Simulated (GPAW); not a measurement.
**Collinear magnetic orders of Co2 Re6 Co2 0001 with GPAW**

Wanted: the moments of Co2 Re6 Co2 0001 and the energy of each order that was tried.

Method: PBE; plane waves with GPAW's PAW setups, scalar-relativistic, in GPAW 26.7.0.

**1. The starting structure**

The cell holds 10 atoms: 4 Co and 6 Re. Its edges and angles: a = 2.761 Å, b = 2.761 Å, c = 30.404 Å, α = 90.0°, β = 90.0°, γ = 120.0°. ideal sites on the substrate's mesh, layer spacings from atomic volumes, unrelaxed, 12 A of vacuum. Vacuum lies along c.

**2. Order 1, typed as ferro ++++**

Parallel moments need no larger cell; this start tests for a ferromagnetic state only.

The input, order1.py:

```python
import json
import numpy as np
from ase import Atoms
from ase.parallel import paropen, parprint
from gpaw import GPAW

atoms = Atoms(['Co', 'Co', 'Re', 'Re', 'Re', 'Re', 'Re', 'Re', 'Co', 'Co'],
    cell=[[2.761, 0.0, 0.0],
         [-1.3805, 2.391096, 0.0],
         [0.0, 0.0, 30.404026]],
    scaled_positions=[[0.0, 0.0, 0.197342],
         [0.333333, 0.666667, 0.252643],
         [0.0, 0.0, 0.316911],
         [0.333333, 0.666667, 0.390146],
         [0.0, 0.0, 0.463382],
         [0.333333, 0.666667, 0.536618],
         [0.0, 0.0, 0.609854],
         [0.333333, 0.666667, 0.683089],
         [0.0, 0.0, 0.747357],
         [0.333333, 0.666667, 0.802658]],
    pbc=True,
    magmoms=[1.8, 1.8, 0.0, 0.0, 0.0, 0.0, 0.0, 0.0, 1.8, 1.8])
atoms.calc = GPAW(mode={'name': 'pw', 'ecut': 450},
    xc='PBE',
    kpts={'size': (20, 20, 1), 'gamma': True},
    occupations={'name': 'fermi-dirac', 'width': 0.05},
    convergence={'density': 1e-05, 'energy': 1e-05},
    maxiter=200,
    mixer={'name': 'pulay', 'beta': 0.03, 'nmaxold': 8, 'weight': 100},
    symmetry={'tolerance': 1e-4},
    txt='order1.txt')
e = atoms.get_potential_energy(force_consistent=True)
res = {'free_energy': e, 'energy_sigma0': atoms.get_potential_energy(), 'fermi_energy': atoms.calc.get_fermi_level()}
res['moments'] = atoms.get_magnetic_moments().tolist()
res['total'] = atoms.get_magnetic_moment()
parprint('site moments (muB):', np.round(res['moments'], 3))
parprint(f"total moment: {res['total']:.3f} muB")
parprint(f'free energy: {e:.6f} eV')
atoms.calc.write('order1.gpw')
with paropen('results.json', 'w') as f:
    json.dump(res, f)
```

Command:

```bash
$ OMP_NUM_THREADS=1 mpirun -n 4 gpaw python order1.py > order1.log
```

Numbers of over 12 decimals in the logs are rounded to 6 here.

Log:

```text
site moments (muB): [ 1.87   1.321 -0.072  0.003 -0.014 -0.014  0.003 -0.072  1.321  1.87 ]
total moment: 6.129 muB
free energy: -99.364384 eV

--- order1.txt ---
Input parameters:
  mode=PW(ecut=450),
  convergence={'density': 1e-05, 'energy': 1e-05},
  kpts=MonkhorstPack(size=(20, 20, 1), gamma=True),
  maxiter=200,
  mixer=Pulay(name='pulay', nmaxold=8, beta=0.03, weight=100, sigma=0.015, g_ss=None),
  occupations=Occupations(name='fermi-dirac', width=0.05),
  symmetry=Symmetry(tolerance=0.0001),
  xc=XC(name='PBE')

Diagonalizing LCAO Hamiltonian
Converting LCAO to pw mode

        Co

       Co
        Re

       Re

        Re

       Re

        Re

       Re
        Co

       Co

Atoms  # Å, Bohr magnetons
|   | symbol |         x |        y |         z |    initial magnetic moments |
|---|--------|-----------|----------|-----------|-----------------------------|
| 0 |     Co |  0.000000 | 0.000000 |  5.999991 | ( 0.0000,  0.0000,  1.8000) |
| 1 |     Co | -0.000001 | 1.594065 |  7.681364 | ( 0.0000,  0.0000,  1.8000) |
| 2 |     Re |  0.000000 | 0.000000 |  9.635370 | ( 0.0000,  0.0000,  0.0000) |
| 3 |     Re | -0.000001 | 1.594065 | 11.862009 | ( 0.0000,  0.0000,  0.0000) |
| 4 |     Re |  0.000000 | 0.000000 | 14.088678 | ( 0.0000,  0.0000,  0.0000) |
| 5 |     Re | -0.000001 | 1.594065 | 16.315348 | ( 0.0000,  0.0000,  0.0000) |
| 6 |     Re |  0.000000 | 0.000000 | 18.542017 | ( 0.0000,  0.0000,  0.0000) |
| 7 |     Re | -0.000001 | 1.594065 | 20.768656 | ( 0.0000,  0.0000,  0.0000) |
| 8 |     Co |  0.000000 | 0.000000 | 22.722662 | ( 0.0000,  0.0000,  1.8000) |
| 9 |     Co | -0.000001 | 1.594065 | 24.404035 | ( 0.0000,  0.0000,  1.8000) |

Unit cell  # Å
| periodic |         x |        y |         z |   lengths |     angles |
|----------|-----------|----------|-----------|-----------|------------|
|      yes |  2.761000 | 0.000000 |  0.000000 |  2.761000 |  90.000000 |
|      yes | -1.380500 | 2.391096 |  0.000000 |  2.761000 |  90.000000 |
|      yes |  0.000000 | 0.000000 | 30.404026 | 30.404026 | 120.000001 |

Number of symmetries: 6

BZ-sampling:
  Number of BZ points: 400
  Number of IBZ points: 44

  Monkhorst-Pack size: [20, 20, 1]
  Monkhorst-Pack shift: [0.025, 0.025, 0.0]

K-points  # in reciprocal-cell coordinates
|     |                                coordinates |     weight |
|-----|--------------------------------------------|------------|
|   0 | ( -0.00000000,  -0.00000000,   0.00000000) | 0.00250000 |
|   1 | (  0.05000000,  -0.00000000,   0.00000000) | 0.01500000 |
|   2 | (  0.10000000,  -0.05000000,   0.00000000) | 0.01500000 |
|   3 | (  0.10000000,  -0.00000000,   0.00000000) | 0.01500000 |
|   4 | (  0.15000000,  -0.05000000,   0.00000000) | 0.03000000 |
|   5 | (  0.15000000,  -0.00000000,   0.00000000) | 0.01500000 |
|   6 | (  0.20000000,  -0.10000000,   0.00000000) | 0.01500000 |
|   7 | (  0.20000000,  -0.05000000,   0.00000000) | 0.03000000 |
|   8 | (  0.20000000,  -0.00000000,   0.00000000) | 0.01500000 |
|   9 | (  0.25000000,  -0.10000000,   0.00000000) | 0.03000000 |
| ... |                                            |            |
|  43 | (  0.50000000,   0.50000000,   0.00000000) | 0.00750000 |

Plane wave coefficients: 4382
Cutoff: 450.000000 eV

Spin-components: 2 (collinear spins)
Bands:           77
Projectors:      60
Spin-degeneracy: 1
Datatype:        complex128

Parallelization:
  kpt:    4
  domain: 1
  band:   1

Density:
  Valence electrons: 114.0
  Components: 2
  Grid points: [ 14  14 150]
  Charge: 0.0  # |e|

Potential:
  Grid points: [ 14  14 150]

species:
  Co:
    name:    Cobalt
    Z:       27.0
    valence: 9
    core:    18
    charge:  0.0  # [|e|]
    compensation charges:
      type: gauss
      rc: 0.32  # [Å]
      lmax: 2
    cutoffs:
      filter: 1.87  # [Å]
      core: 2.55  # [Å]
    projectors
    | kind |    occ | energy [eV] | rcut [Å] |
    |------|--------|-------------|----------|
    |   4s |  2.000 |      -5.469 |    1.005 |
    |   4p |  0.000 |      -1.277 |    1.058 |
    |   3d |  7.000 |      -8.205 |    1.005 |
    |    s |        |      21.742 |    1.005 |
    |    p |        |      25.934 |    1.058 |
    |    d |        |      19.007 |    1.005 |

    Using partial waves for Co as LCAO basis

  Re:
    name:    Rhenium
    Z:       75.0
    valence: 13
    core:    62
    charge:  0.0  # [|e|]
    compensation charges:
      type: gauss
      rc: 0.42  # [Å]
      lmax: 2
    cutoffs:
      filter: 2.40  # [Å]
      core: 2.76  # [Å]
    projectors
    | kind |    occ | energy [eV] | rcut [Å] |
    |------|--------|-------------|----------|
    |   6s |  2.000 |      -5.924 |    1.376 |
    |   5p |  6.000 |     -47.045 |    1.376 |
    |   6p |  0.000 |      -1.325 |    1.376 |
    |   5d |  5.000 |      -5.383 |    1.307 |
    |    s |        |      21.287 |    1.376 |
    |    d |        |      21.828 |    1.307 |

    Using partial waves for Re as LCAO basis

Reference energy: -2873736.172717  # eV

eigensolver:
  PPCG
  Converge bands: occupied
  niter=2

density mixing:
  Pulay-Mixer
  Linear mixing parameters: 0.03
  Old densities: 8
  Fourier metric: weight=100, sigma=0.015

occupation numbers:
  Fermi-Dirac:
    width: 0.0500  # eV

poisson solver:
  ecut: 3600.000000  # eV

xc functional:
  name: PBE with 2 nearest neighbor stencil

convergence criteria:
- Maximum integral of absolute [dens]ity change: 1e-05 electrons / valence electron
- Maximum [total energy] change in last 3 cyles: 1e-05 eV / valence electron
- Maximum integral of absolute [eigenst]ate change: 4e-08 eV^2 / valence electron
maximum number of iterations: 200

SCF iterations
|iter     |      energy | eigst |  dens |  magmom |
|---------|-------------|-------|-------|---------|
|iter:   1|       0s | -108.436319 | +0.34 |       |  +7.2082|
|iter:   2|      23s | -222.225989 | +0.44 | -0.72 |  +7.0277|
|iter:   3|      46s | -101.340396 | -0.21 | -0.41 |  +7.0062|
|iter:   4|      68s | -101.025065 | -1.39 | -1.14 |  +6.9989|
|iter:   5|      92s | -100.697640 | -2.01 | -1.14 |  +6.9188|
|iter:   6|     117s | -100.364609 | -2.80 | -1.14 |  +6.9044|
|iter:   7|     142s |  -99.949781 | -1.76 | -1.19 |  +6.7646|
|iter:   8|     166s |  -99.768642 | -1.73 | -1.28 |  +6.5912|
|iter:   9|     190s |  -99.572450 | -2.67 | -1.33 |  +6.5725|
|iter:  10|     214s |  -99.270799 | -2.49 | -1.37 |  +6.5572|
[... 40 iterations left out ...]
|iter:  51|    1220s |  -99.320597c| -7.97c| -4.42 |  +6.1287|
|iter:  52|    1236s |  -99.320598c| -7.84c| -4.47 |  +6.1287|
|iter:  53|    1249s |  -99.320599c| -8.17c| -4.54 |  +6.1287|
|iter:  54|    1263s |  -99.320599c| -8.08c| -4.57 |  +6.1288|
|iter:  55|    1276s |  -99.320600c| -8.19c| -4.63 |  +6.1289|
|iter:  56|    1289s |  -99.320600c| -8.41c| -4.70 |  +6.1289|
|iter:  57|    1301s |  -99.320600c| -8.31c| -4.71 |  +6.1289|
|iter:  58|    1313s |  -99.320601c| -8.62c| -4.80 |  +6.1289|
|iter:  59|    1326s |  -99.320601c| -8.43c| -4.87 |  +6.1290|
|iter:  60|    1340s |  -99.320601c| -8.61c| -5.00c|  +6.1290|

Converged in 60 steps
Energy contributions relative to reference atoms: (reference = -2873736.172717)

Energy contributions:
  Kinetic:          62.965960
  Coulomb:         -66.037691
  Zero:              1.258190
  External:          0.000000
  Xc:              -97.463277
  Entropy:          -0.087567
  Spinorbit:         0.000000
  ----------------------------
  Free energy:     -99.364384
  Extrapolated:    -99.320601

dipole moment: (-36.854925, -28.861182, -0.000062)  # |e|*Ang

Total magnetic moment: (0.000000, 0.000000, 6.128974)

Local magnetic moments
|        x |        y |         z |
|----------|----------|-----------|
| 0.000000 | 0.000000 |  1.869548 |  # Co   0
| 0.000000 | 0.000000 |  1.321304 |  # Co   1
| 0.000000 | 0.000000 | -0.071860 |  # Re   2
| 0.000000 | 0.000000 |  0.003469 |  # Re   3
| 0.000000 | 0.000000 | -0.013774 |  # Re   4
| 0.000000 | 0.000000 | -0.013773 |  # Re   5
| 0.000000 | 0.000000 |  0.003469 |  # Re   6
| 0.000000 | 0.000000 | -0.071858 |  # Re   7
| 0.000000 | 0.000000 |  1.321288 |  # Co   8
| 0.000000 | 0.000000 |  1.869549 |  # Co   9

Fermi level: 7.194
Eigenvalues  # (at kpt = [-0.000, -0.000, 0.000])
| band index |      eig [eV] | occ [0-1] |      eig [eV] | occ [0-1] |
|------------|---------------|-----------|---------------|-----------|
|          0 |       -35.139 |     1.000 |       -35.153 |     1.000 |
|        ... |               |           |               |           |
|         55 |         5.915 |     1.000 |         7.086 |     0.898 |
|         56 |         5.915 |     1.000 |         7.123 |     0.807 |
|         57 |         6.001 |     1.000 |         7.123 |     0.807 |
|         58 |         6.263 |     1.000 |         7.170 |     0.621 |
|         59 |         6.263 |     1.000 |         7.172 |     0.611 |
|         60 |         6.627 |     1.000 |         7.172 |     0.611 |
|         61 |         6.627 |     1.000 |         7.749 |     0.000 |
|         62 |         6.630 |     1.000 |         7.749 |     0.000 |
|         63 |         6.630 |     1.000 |         7.976 |     0.000 |
|         64 |         7.037 |     0.959 |         7.976 |     0.000 |
|         65 |         7.766 |     0.000 |         8.099 |     0.000 |
|         66 |         7.766 |     0.000 |         8.099 |     0.000 |
|         67 |         8.472 |     0.000 |         8.621 |     0.000 |
|         68 |         8.491 |     0.000 |         8.621 |     0.000 |
|         69 |         8.491 |     0.000 |         8.631 |     0.000 |
|         70 |         8.580 |     0.000 |         8.723 |     0.000 |
|        ... |               |           |               |           |
|         76 |        10.392 |     0.000 |        10.402 |     0.000 |

No gap
No difference between direct/indirect transitions
```

Run time: 23 min. Hardware: 4 MPI ranks of Intel Xeon at 2.50GHz (Skylake/Cascade Lake), shared host; peak memory 1.5 GiB; 87 min of CPU time.

Spin moment in the augmentation sphere by atom:

```tsv
atom	spin moment in the augmentation sphere (μB)
Co1	1.87
Co2	1.32
Re3	-0.07
Re4	0.00
Re5	-0.01
Re6	-0.01
Re7	0.00
Re8	-0.07
Co9	1.32
Co10	1.87
```

Read from the output:

- magnetization: 6.129 μB
- final state: ferromagnetic

After 60 cycles the largest moment stands at 1.87 μB.

[end of part 1 of 2]

[Logs and program files are shortened in this print: banners, set-up blocks, solver, clock and traceback lines can be left out without a mark of their own.]

[Logs are printed without paths, hosts, clocks, repeated set-up lines and the standing remarks that a program may print on its own settings, such as how far it seeks lower states.]

[Hosts, paths, dates, database ids (printed as entryN), source tags and the programs' standing remarks are cut or masked in the printed files.]

[Where a cell is said to come from a database of computed structures, the database is the Materials Project.]
